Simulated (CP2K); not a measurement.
Consider cyclopentane at its PBE geometry (Å).

```xyz
15

C     0.4529    0.8611    0.8454
C     1.2813   -0.1822    0.0720
C     0.2406   -1.1607   -0.5423
C    -1.1451   -0.4750   -0.3802
C    -0.8352    0.9806    0.0176
H     0.2125    0.4860    1.8530
H     0.9804    1.8168    0.9705
H     2.0156   -0.6944    0.7079
H     1.8477    0.3171   -0.7279
H     0.2570   -2.1340   -0.0342
H     0.4673   -1.3587   -1.5985
H    -1.7156   -0.9618    0.4245
H    -1.7578   -0.5427   -1.2889
H    -0.6416    1.5879   -0.8813
H    -1.6601    1.4601    0.5623
```

Method: CP2K XAS_TDP, all-electron GAPW, PBEh(45%), aug-cc-pVDZ, TDA, no relativity.

Where do the C K-edge lines lie, and how strong are they?

Leading lines: C1 283.59 eV. The leading line of an atom is its first one with 35 % of the strongest within 2.5 eV of its lowest line over the strength cut. 

The first six lines of each atom with a strength over 0.0015:

| atom | energy (eV) | states | strength, one atom |
| --- | --- | --- | --- |
| C1 (bonded to 2 C and 2 H), 2 alike | 283.59 | 1 | 0.0081 |
|  | 284.05 | 1 | 0.0152 |
|  | 284.63 | 1 | 0.0022 |
|  | 284.67 | 1 | 0.0016 |
|  | 285.23 | 1 | 0.0057 |
|  | 286.29 | 1 | 0.0090 |

Lines are vertical, at one geometry, with no vibrational structure. Without a correction of the core level, line positions, and the gaps between valence and Rydberg lines, follow the share of exact exchange. At this level such K lines come out 3 to 6 eV under measured ones. Atoms with the same bonds but other surroundings in this conformer are left out. These values hold no scalar relativity, about 0.1 eV for C 1s. Rydberg lines, and the discretised continuum above threshold, depend on the basis and the box.

[Banner, clock and machine lines of the logs are left out without a mark of their own.]

[Logs are printed without paths, hosts, clocks, repeated set-up lines and the standing remarks that a program may print on its own settings, such as how far it seeks lower states.]

[Hosts, paths, dates, database ids (printed as entryN), source tags and the programs' standing remarks are cut or masked in the printed files.]
